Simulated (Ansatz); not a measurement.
# BaZrSeO2: complex band structure, part 2 of 3

Wanted: the relaxed cell of BaZrSeO2, its band edges and its decay constants. It is built by putting Se for part of the O in the BaZrO3 structure of space group Pm-3m, with the volume rescaled by atomic radii. The parent structure comes from the Materials Project.

Ansatz 0.2.0; LDA DFT, plane waves, PAW files (the session's first sound run).

So far. Step 2 (Cell and atoms at rest): The largest force component on a free atom ends at 4.4e-29 eV/Å.

The structure was built from a prototype and need not be the compound's stable phase.

## Step 3: The bulk crystal and its band edges

The energy window and the wavevectors of the next steps follow from the band edges, so these are searched first, off the mesh as well.

input.yaml reads:

```yaml
crystal:
  lattice:
    - [5.2387204703, 0.0, 0.0]
    - [0.0, 4.2320339734, 0.0]
    - [0.0, 0.0, 4.2320339734]
  atoms:
    - { symbol: Ba, position: [0.0, 0.0, 0.0] }
    - { symbol: Zr, position: [0.5, 0.5, 0.5] }
    - { symbol: O, position: [0.5, 0.0, 0.5] }
    - { symbol: O, position: [0.5, 0.5, 0.0] }
    - { symbol: Se, position: [0.0, 0.5, 0.5] }
kpoints:
  mp_grid: { grid: [6, 6, 6] }
  band_path: { path: [VBM, CBM], npoints: 30 }
scf:
  occupations: { method: fixed }
hamiltonian:
  xc: lda
output:
  eigenvalues: true
  write_potential: true
  write_density: true
  volumetric_format: npy
  elf: true
```

Run with:

```sh
ansatz run input.yaml --threads 2 --pin off --max-ram 4096MiB --backend cpu --events-out ev --progress --plain --runs-dir out
```

Numbers of over 12 decimals in the logs are rounded to 6 here.

The log of the run:

```text
[...]
Crystal: 5 atoms, lattice volume = 93.826 Å³
Basis set: ecut = 420 eV, 1817 PW (Γ)
Bands: 30, of which v1, the nominal top of the filled ones, is band 25 counted from 1 (24 counted from 0)
Symmetry: 16 space group operations
[...]
k-points: 40 of 216
[...]
SCF iter   1: F=—  HF=-16358.725641 eV  |F-HF|=—  |Δ(HF+E_count)|=         —  Δρ=1.41e-2  dr2=1.89e-1  ethr=1.77e-3  ⟨swp⟩=4.2  Hψ=4804  notcnv=0  defer=92
[...]
SCF iter   8: F=-16358.683055 eV  HF=-16358.683055 eV  |F-HF|=3.90e-9  |Δ(HF+E_count)|=   5.49e-8  Δρ=2.77e-6  dr2=1.50e-8  ethr=2.00e-10  ⟨swp⟩=9.0  Hψ=4838  notcnv=0
SCF 1 converged in 8 iterations: F = -16358.683055 eV  dr2 = 1.50e-8
[...]
NSCF: frozen V_eff on 40 k-points
[...]
SCF converged after 8 iterations
Free energy (F): -16358.683055 eV
[...]
Internal energy: -16358.683055 eV  (E = F + TS)
E sigma→0 (E₀):  -16358.683055 eV
Fermi energy:    9.393395 eV
[...]
--- Band table (eV; the first three rows and the last of 40) ---
  k-point 0: bands = [... 21 lower, 8.4891, 8.9905, 8.9905, 9.0644, 10.9483, 10.9483, 11.2951, 12.0710, ... 1 higher]
  k-point 1: bands = [... 21 lower, 8.1407, 8.1718, 8.7013, 8.8993, 11.0262, 11.6963, 11.9566, 12.5693, ... 1 higher]
  k-point 2: bands = [... 21 lower, 7.4521, 7.7780, 8.3983, 8.8195, 11.1986, 12.8597, 12.9258, 13.5797, ... 1 higher]
  k-point 39: bands = [... 21 lower, 6.4416, 9.2523, 9.3934, 9.3934, 12.7365, 12.7365, 14.3597, 14.3597, ... 1 higher]
```

Wall time 9.7 s (2 threads of Arm Neoverse V2, shared host); peak memory 0.42 GiB.

Numbers from this step:

| Property | Result |
| --- | --- |
| Fermi energy | 9.393 eV |
| gap on the k-mesh | 1.555 eV |
| gap on path | 1.555 eV, by band count; negative where bands overlap |
| direct gap on path | 1.884 eV |
| edge places on path | 0, 1.209 1/A along the path |

Electronic bands along the path, in eV, zero at the Fermi level (highest filled level under fixed occupations); v1 is the highest filled band, c1 the lowest empty one:

| point | v4 | v3 | v2 | v1 | c1 | c2 | c3 | c4 |
| --- | --- | --- | --- | --- | --- | --- | --- | --- |
| VBM | -2.95 | -0.14 | 0.00 | 0.00 | 3.34 | 3.34 | 4.97 | 4.97 |
| halfway | -2.55 | -1.39 | -0.78 | -0.52 | 3.03 | 3.36 | 4.32 | 4.83 |
| CBM | -0.90 | -0.40 | -0.40 | -0.33 | 1.55 | 1.55 | 1.90 | 2.68 |

Valence density in the ac plane at fractional y = 0.500, with atoms of Zr and O and Se within 0.2 Å of it. It is the smooth field of the valence electrons, not physical close to the nuclei.

Ten steps, logarithmic in the rise over the least value, from '_' (0 e/Å³) to '@' (33 e/Å³), each cell a mean:
```
________..--++**==::________
__________..----::..________
....______..::::..______....
==--......::====--..__..::--
%%**::....==++++++--..::==##
@@**--..::==++++++--..::==%%
**==::....--++++==::....--++
::::..____..::--::..__....::
..________..::::..________..
__________::==++--..________
________..--****++::________
```
Columns run along a (5.2 Å), rows up along c (4.2 Å). Atoms in or near the plane, at fractional coordinates: Zr at (0.50, 0.50), O at (0.50, 0.00), Se at (0.00, 0.50).

ELF in the ac plane at fractional y = 0.500, with atoms of Zr and O and Se within 0.2 Å of it. It is the smooth field of the valence electrons, not physical close to the nuclei.

Values, 11 rows by 14 columns, each cell a mean:
```
0.12 0.09 0.05 0.12 0.48 0.77 0.72 0.63 0.78 0.67 0.28 0.06 0.07 0.11
0.56 0.47 0.24 0.11 0.27 0.59 0.74 0.76 0.69 0.45 0.15 0.14 0.36 0.53
0.79 0.76 0.61 0.26 0.10 0.15 0.24 0.27 0.20 0.12 0.14 0.43 0.71 0.78
0.75 0.79 0.76 0.45 0.14 0.41 0.70 0.74 0.60 0.23 0.22 0.65 0.79 0.77
0.31 0.62 0.78 0.51 0.31 0.73 0.64 0.49 0.76 0.54 0.29 0.71 0.75 0.45
0.14 0.53 0.78 0.52 0.36 0.76 0.45 0.20 0.70 0.60 0.31 0.72 0.72 0.30
0.57 0.73 0.78 0.49 0.22 0.63 0.77 0.75 0.76 0.41 0.26 0.69 0.78 0.65
0.80 0.79 0.71 0.36 0.10 0.20 0.41 0.47 0.32 0.12 0.18 0.57 0.77 0.80
0.73 0.66 0.43 0.16 0.16 0.34 0.45 0.48 0.41 0.25 0.12 0.27 0.57 0.71
0.31 0.23 0.11 0.10 0.40 0.73 0.81 0.80 0.80 0.60 0.21 0.08 0.17 0.28
0.05 0.04 0.04 0.13 0.53 0.77 0.59 0.42 0.73 0.70 0.32 0.06 0.03 0.05
```
Columns run along a (5.2 Å), rows up along c (4.2 Å). Atoms in or near the plane, at fractional coordinates: Zr at (0.50, 0.50), O at (0.50, 0.00), Se at (0.00, 0.50).

Electrostatic potential energy in the ac plane at fractional y = 0.500, with atoms of Zr and O and Se within 0.2 Å of it. With pseudopotentials it is smooth inside the atoms' cores, unlike the true potential.

Ten even steps from '_' (-58 eV) to '@' (14 eV), each cell a mean:
```
@@@@@@@@@@%%==--++@@@@@@@@@@
@@@@@@@@@@@@%%##%%@@@@@@@@@@
%%@@@@@@@@%%%%%%%%@@@@@@@@%%
****%%@@%%**==--++##@@@@##**
%%####%%##--____..**%%%%**##
%%####%%##::______++%%%%**%%
##**##%%%%++..__--**%%%%**##
##%%@@@@@@%%****##%%@@@@%%##
@@@@@@@@@@@@%%%%@@@@@@@@@@@@
@@@@@@@@@@@@**++##@@@@@@@@@@
@@@@@@@@@@##--..==@@@@@@@@@@
```
Columns run along a (5.2 Å; values clipped at the 3rd and 97th percentile), rows up along c (4.2 Å). Atoms in or near the plane, at fractional coordinates: Zr at (0.50, 0.50), O at (0.50, 0.00), Se at (0.00, 0.50).

The searched edges give 1.55 eV, as on the mesh.

## Step 4: Complex bands

This step: LDA DFT, plane waves, PAW files; complex bands by layer matching along the plane's normal (Ansatz 0.2.0).

The same crystal is laid in a cell whose first two vectors span the (001) plane (indices of the standard conventional cell, whose axes can be ordered otherwise than in the bulk input). At fixed energy and wavevector in the plane the solver finds all kz, real and complex. A few wavevectors are listed, (0, 0), (-0.5, -0.5) and (0.5, 0) in units of the plane's reciprocal vectors; the slowest state needn't be among them.

input.yaml reads:

```yaml
crystal:
  lattice:
    - [4.232033973, 0.0, 0.0]
    - [0.0, 4.232033973, 0.0]
    - [0.0, 0.0, 5.23872047]
  atoms:
    - { symbol: Ba, position: [0.0, 0.0, 0.0] }
    - { symbol: Zr, position: [0.5, 0.5, 0.5] }
    - { symbol: O, position: [0.0, 0.5, 0.5] }
    - { symbol: O, position: [0.5, 0.0, 0.5] }
    - { symbol: Se, position: [0.5, 0.5, 0.0] }
kpoints:
  mp_grid: { grid: [6, 6, 4] }
scf:
  occupations: { method: fixed }
hamiltonian:
  xc: lda
output:
  eigenvalues: true
  transmission:
    leads: [[0, 0]]
    kpoints: [[0.0, 0.0], [-0.5, -0.5], [0.5, 0.0]]
    e_range: [-1.0, 2.55]
    de: 0.07
```

The log of the run:

```text
[...]
Crystal: 5 atoms, lattice volume = 93.826 Å³
Basis set: ecut = 420 eV, 1817 PW (Γ)
Bands: 30, of which v1, the nominal top of the filled ones, is band 25 counted from 1 (24 counted from 0)
Symmetry: 16 space group operations
[...]
k-points: 30 of 144
[...]
SCF iter   1: F=—  HF=-16358.718702 eV  |F-HF|=—  |Δ(HF+E_count)|=         —  Δρ=1.41e-2  dr2=1.89e-1  ethr=1.77e-3  ⟨swp⟩=4.2  Hψ=3580  notcnv=0  defer=67
[...]
SCF iter   8: F=-16358.675976 eV  HF=-16358.675976 eV  |F-HF|=3.73e-9  |Δ(HF+E_count)|=   4.94e-8  Δρ=2.80e-6  dr2=1.52e-8  ethr=2.00e-10  ⟨swp⟩=9.1  Hψ=3634  notcnv=0
SCF 1 converged in 8 iterations: F = -16358.675976 eV  dr2 = 1.52e-8
[...]
transmission: 8 of 24 steps passed
transmission: 16 of 24 steps passed
transmission: 24 of 24 steps passed
SCF converged after 8 iterations
Free energy (F): -16358.675976 eV
[...]
Internal energy: -16358.675976 eV  (E = F + TS)
E sigma→0 (E₀):  -16358.675976 eV
Fermi energy:    9.395297 eV
[...]
--- Band table (eV; the first three rows and the last of 30) ---
  k-point 0: bands = [... 21 lower, 8.4888, 8.9921, 8.9921, 9.0657, 10.9457, 10.9457, 11.2964, 12.0680, ... 1 higher]
  k-point 1: bands = [... 21 lower, 8.3593, 8.3593, 8.6882, 8.6882, 11.7021, 11.8693, 11.8693, 12.1651, ... 1 higher]
  k-point 2: bands = [... 21 lower, 8.1805, 8.1805, 8.5687, 8.5687, 12.1188, 12.2793, 12.9659, 12.9659, ... 1 higher]
  k-point 29: bands = [... 21 lower, 6.4411, 9.2513, 9.3953, 9.3953, 12.7371, 12.7371, 14.3562, 14.3562, ... 1 higher]
--- Transmission ---
  basis      : 161 plane waves across, 8 finite elements along
  points     : 3, as listed
  energies   : 51 from -1.000000 to 2.500000 eV about the Fermi level, 0.070000 eV apart; the leads are filled to 0.775186 eV, and channels, transmission and decay are at 0.750000 eV
  crystal 0  : Ba1Se1Zr1O2, at the sites [0, 0], period 5.2387 Å: whole cells are its period
    offset         : up to 0.0000 Å between an atom of the period and one for which it stands
    channels       : 0.000000e0 a spin
    conductance    : none, the energies end too early or step too widely for 300 K: set another output.transmission.e_range or a lower de, or, where they end at an eighth of basis.ecutwfc, a higher one
    slowest decay  : 0.1536 /Å at (0.0000, 0.0000)
```

It took 27 s on 2 threads; peak memory 0.51 GiB; 39 s of CPU time.

A gap read on the k-mesh alone can miss the band edges.

This step gave:

```
free energy                                               : -16358.6760 eV
Fermi energy                                              : 9.395 eV
gap on the k-mesh                                         : 1.550 eV
level to which the leads are filled                       : 0.7752 eV from the Fermi level
decay constant at the filling level, zone centre          : 0.1536 Å⁻¹
decay constant at the filling level, slowest listed point : 0.1536 Å⁻¹
```

K parallel (0, 0); values up to 1.5 1/Å, a degenerate pair printed once or twice; energies at which all values exceed this have no row. The Im kz of the slowest decaying states by energy, zero at the highest filled level on the SCF mesh:

| energy (eV) | decay 1 (Å⁻¹) | decay 2 (Å⁻¹) | decay 3 (Å⁻¹) | decay 4 (Å⁻¹) |
| --- | --- | --- | --- | --- |
| -1.00 | 0.334 | 0.434 | 0.493 | 1.07 |
| -0.86 | 0.175 | 0.197 | 0.360 | 0.501 |
| -0.65 | 0.384 | 0.445 | 0.509 | 1.04 |
| -0.44 | 0.399 | 0.515 | 0.544 | 1.03 |
| -0.30 | 0.0336 | 0.117 | 0.404 | 0.518 |
| -0.16 | 0.0767 | 0.165 | 0.406 | 0.520 |
| -0.02 | 0.100 | 0.190 | 0.406 | 0.521 |
| 0.05 | 0.109 | 0.198 | 0.405 | 0.521 |
| 0.26 | 0.129 | 0.213 | 0.400 | 0.520 |
| 0.40 | 0.138 | 0.215 | 0.393 | 0.519 |
| 0.54 | 0.146 | 0.213 | 0.384 | 0.517 |
| 0.75 | 0.154 | 0.203 | 0.367 | 0.513 |
| 0.96 | 0.158 | 0.185 | 0.345 | 0.507 |
| 1.10 | 0.160 | 0.167 | 0.326 | 0.503 |
| 1.24 | 0.143 | 0.160 | 0.303 | 0.498 |
| 1.45 | 0.0844 | 0.159 | 0.260 | 0.489 |
| 1.66 | 0.155 | 0.198 | 0.479 | 0.726 |
| 1.80 | 0.132 | 0.151 | 0.471 | 0.684 |
| 1.94 | 0.146 | 0.463 | 0.638 | 0.742 |
| 2.15 | 0.136 | 0.449 | 0.556 | 0.742 |
| 2.36 | 0.122 | 0.433 | 0.448 | 0.741 |
| 2.50 | 0.110 | 0.346 | 0.422 | 0.740 |

K parallel (0, 0). Re kz of states that move upwards against energy, zero at the highest filled level on the SCF mesh:

| energy (eV) | channel 1 (Å⁻¹) | channel 2 (Å⁻¹) | channel 3 (Å⁻¹) |
| --- | --- | --- | --- |
| -1.00 | -0.254 | -0.254 | -0.187 |
| -0.86 | -0.160 | - | - |
| -0.65 | -0.246 | -0.246 | -0.118 |
| -0.51 | -0.139 | -0.139 | -0.0855 |
| -0.30 | - | - | - |
| -0.16 | - | - | - |
| -0.02 | - | - | - |
| 0.19 | - | - | - |
| 0.33 | - | - | - |
| 0.47 | - | - | - |
| 0.68 | - | - | - |
| 0.82 | - | - | - |
| 1.03 | - | - | - |
| 1.17 | - | - | - |
| 1.31 | - | - | - |
| 1.52 | - | - | - |
| 1.66 | 0.0916 | 0.0916 | - |
| 1.80 | 0.141 | 0.141 | - |
| 2.01 | 0.143 | 0.198 | 0.198 |
| 2.15 | 0.224 | 0.231 | 0.231 |
| 2.36 | 0.276 | 0.276 | 0.325 |
| 2.50 | 0.305 | 0.305 | 0.393 |

K parallel (-0.5, -0.5); values up to 1.5 1/Å, a degenerate pair printed once or twice; energies at which all values exceed this have no row. Im kz of the slowest decaying states against energy, zero at the highest filled level on the SCF mesh:

| energy (eV) | decay 1 (Å⁻¹) | decay 2 (Å⁻¹) | decay 3 (Å⁻¹) | decay 4 (Å⁻¹) |
| --- | --- | --- | --- | --- |
| -1.00 | 0.159 | 0.301 | 0.562 | 0.866 |
| -0.86 | 0.172 | 0.230 | 0.567 | 0.876 |
| -0.72 | 0.120 | 0.182 | 0.571 | 0.884 |
| -0.58 | 0.191 | 0.575 | 0.890 | 1.09 |
| -0.44 | 0.198 | 0.578 | 0.895 | 1.00 |
| -0.30 | 0.205 | 0.581 | 0.869 | 0.898 |
| -0.16 | 0.210 | 0.360 | 0.584 | 0.900 |
| -0.02 | 0.214 | 0.586 | 0.817 | 0.901 |
| 0.12 | 0.133 | 0.218 | 0.587 | 0.901 |
| 0.26 | 0.185 | 0.220 | 0.588 | 0.900 |
| 0.40 | 0.219 | 0.222 | 0.589 | 0.898 |
| 0.54 | 0.224 | 0.243 | 0.589 | 0.895 |
| 0.68 | 0.224 | 0.260 | 0.589 | 0.892 |
| 0.82 | 0.224 | 0.274 | 0.589 | 0.887 |
| 0.96 | 0.224 | 0.284 | 0.588 | 0.882 |
| 1.10 | 0.223 | 0.291 | 0.587 | 0.876 |
| 1.24 | 0.221 | 0.296 | 0.586 | 0.869 |
| 1.38 | 0.219 | 0.298 | 0.584 | 0.861 |
| 1.52 | 0.216 | 0.299 | 0.582 | 0.852 |
| 1.66 | 0.213 | 0.298 | 0.579 | 0.842 |
| 1.80 | 0.209 | 0.296 | 0.577 | 0.832 |
| 1.94 | 0.204 | 0.292 | 0.574 | 0.820 |
| 2.08 | 0.199 | 0.286 | 0.570 | 0.808 |
| 2.22 | 0.193 | 0.278 | 0.567 | 0.794 |
| 2.36 | 0.187 | 0.268 | 0.562 | 0.779 |
| 2.50 | 0.179 | 0.256 | 0.558 | 0.762 |

K parallel (0.5, 0); values up to 1.5 1/Å, a degenerate pair printed once or twice; energies at which all values exceed this have no row. Im kz of the slowest decaying states against energy, zero at the highest filled level on the SCF mesh:

| energy (eV) | decay 1 (Å⁻¹) | decay 2 (Å⁻¹) | decay 3 (Å⁻¹) | decay 4 (Å⁻¹) |
| --- | --- | --- | --- | --- |
| -1.00 | 0.0368 | 0.165 | 0.411 | 0.525 |
| -0.86 | 0.147 | 0.238 | 0.446 | 0.542 |
| -0.65 | 0.225 | 0.289 | 0.486 | 0.564 |
| -0.44 | 0.0827 | 0.280 | 0.313 | 0.516 |
| -0.30 | 0.112 | 0.310 | 0.322 | 0.533 |
| -0.16 | 0.132 | 0.327 | 0.336 | 0.547 |
| -0.02 | 0.147 | 0.329 | 0.361 | 0.560 |
| 0.05 | 0.153 | 0.328 | 0.372 | 0.566 |
| 0.26 | 0.168 | 0.324 | 0.404 | 0.581 |
| 0.40 | 0.175 | 0.319 | 0.424 | 0.589 |
| 0.54 | 0.181 | 0.311 | 0.444 | 0.596 |
| 0.75 | 0.187 | 0.296 | 0.473 | 0.603 |
| 0.96 | 0.191 | 0.276 | 0.505 | 0.606 |
| 1.10 | 0.193 | 0.259 | 0.530 | 0.603 |
| 1.24 | 0.193 | 0.240 | 0.578 | 0.620 |
| 1.45 | 0.193 | 0.203 | 0.594 | 0.617 |
| 1.66 | 0.152 | 0.190 | 0.608 | 0.613 |
| 1.80 | 0.0987 | 0.188 | 0.609 | 0.613 |
| 1.94 | 0.185 | 0.604 | 0.614 | 0.650 |
| 2.15 | 0.178 | 0.596 | 0.607 | 0.643 |
| 2.36 | 0.170 | 0.586 | 0.595 | 0.635 |
| 2.50 | 0.163 | 0.579 | 0.584 | 0.629 |

At the listed wavevectors the last open channel is at -0.02 eV and the next at +1.59 eV on the grid. At +0.75 eV, the grid energy nearest the filling level (the middle of the gap on the SCF mesh), the slowest state at the listed wavevectors decays with κ = 0.154 Å⁻¹, its amplitude falling by e over 6.5 Å. Through 1 nm of this crystal that state's transmission falls by exp(−2 × 0.154 Å⁻¹ × 10 Å) = 0.046.

## Step 5: Band edges at another level

This step: PBE DFT, plane waves, PAW files (Ansatz 0.2.0).

The edges again with PBE, at the same atoms.

input.yaml reads:

```yaml
crystal:
  lattice:
    - [5.2387204703, 0.0, 0.0]
    - [0.0, 4.2320339734, 0.0]
    - [0.0, 0.0, 4.2320339734]
  atoms:
    - { symbol: Ba, position: [0.0, 0.0, 0.0] }
    - { symbol: Zr, position: [0.5, 0.5, 0.5] }
    - { symbol: O, position: [0.5, 0.0, 0.5] }
    - { symbol: O, position: [0.5, 0.5, 0.0] }
    - { symbol: Se, position: [0.0, 0.5, 0.5] }
kpoints:
  mp_grid: { grid: [6, 6, 6] }
  band_path: { path: [VBM, CBM], npoints: 30 }
scf:
  occupations: { method: fixed }
hamiltonian:
  xc: pbe
output:
  eigenvalues: true
```

The log of the run:

```text
[...]
Crystal: 5 atoms, lattice volume = 93.826 Å³
Basis set: ecut = 420 eV, 1817 PW (Γ)
Bands: 30, of which v1, the nominal top of the filled ones, is band 25 counted from 1 (24 counted from 0)
Symmetry: 16 space group operations
[...]
k-points: 40 of 216
[...]
SCF iter   1: F=—  HF=-16744.806194 eV  |F-HF|=—  |Δ(HF+E_count)|=         —  Δρ=2.93e-3  dr2=1.41e-2  ethr=1.77e-3  ⟨swp⟩=4.2  Hψ=4819  notcnv=0  defer=91
[...]
SCF iter   8: F=-16744.801519 eV  HF=-16744.801519 eV  |F-HF|=4.47e-9  |Δ(HF+E_count)|=   6.47e-8  Δρ=4.94e-6  dr2=4.22e-8  ethr=2.00e-10  ⟨swp⟩=9.0  Hψ=5341  notcnv=0
SCF 1 converged in 8 iterations: F = -16744.801519 eV  dr2 = 4.22e-8
[...]
SCF converged after 8 iterations
Free energy (F): -16744.801519 eV
[...]
Internal energy: -16744.801519 eV  (E = F + TS)
E sigma→0 (E₀):  -16744.801519 eV
Fermi energy:    9.701488 eV
[...]
--- Band table (eV; the first three rows and the last of 40) ---
  k-point 0: bands = [... 21 lower, 8.8485, 9.2996, 9.2996, 9.3947, 11.3835, 11.3835, 11.7238, 12.5250, ... 1 higher]
  k-point 1: bands = [... 21 lower, 8.4664, 8.5500, 9.0385, 9.2346, 11.4596, 12.1144, 12.3759, 12.9482, ... 1 higher]
  k-point 2: bands = [... 21 lower, 7.8481, 8.1891, 8.7576, 9.1555, 11.6278, 13.2238, 13.3255, 13.9925, ... 1 higher]
  k-point 39: bands = [... 21 lower, 6.8311, 9.6221, 9.7015, 9.7015, 13.1692, 13.1692, 14.7483, 14.7483, ... 1 higher]
```

Run time: 9.5 s. Hardware: 2 threads; peak memory 0.42 GiB.

This step gave:

```yaml
free_energy: -16744.8015 eV
fermi_energy: 9.701 eV
gap_on_the_k_mesh: 1.682 eV
gap_on_path: 1.682 eV, by band count; negative where bands overlap
direct_gap_on_path: 1.989 eV
```

Electronic bands along the path, in eV, zero at the Fermi level (highest filled level under fixed occupations); v1 is the highest filled band, c1 the lowest empty one:

| point | v4 | v3 | v2 | v1 | c1 | c2 | c3 | c4 |
| --- | --- | --- | --- | --- | --- | --- | --- | --- |
| VBM | -2.87 | -0.08 | 0.00 | 0.00 | 3.47 | 3.47 | 5.05 | 5.05 |
| halfway | -2.46 | -1.35 | -0.70 | -0.52 | 3.14 | 3.47 | 4.46 | 4.92 |
| CBM | -0.85 | -0.40 | -0.40 | -0.31 | 1.68 | 1.68 | 2.02 | 2.82 |

The searched edges give 1.68 eV, as on the mesh.

For the gap on the k-mesh, step 3 gave 1.55 eV; this run, with PBE, gives 1.68 eV.

[end of part 2 of 3]

[Logs are printed without paths, hosts, clocks, repeated set-up lines and the standing remarks that a program may print on its own settings, such as how far it seeks lower states.]

[Hosts, paths, dates, database ids (printed as entryN), source tags and the programs' standing remarks are cut or masked in the printed files.]
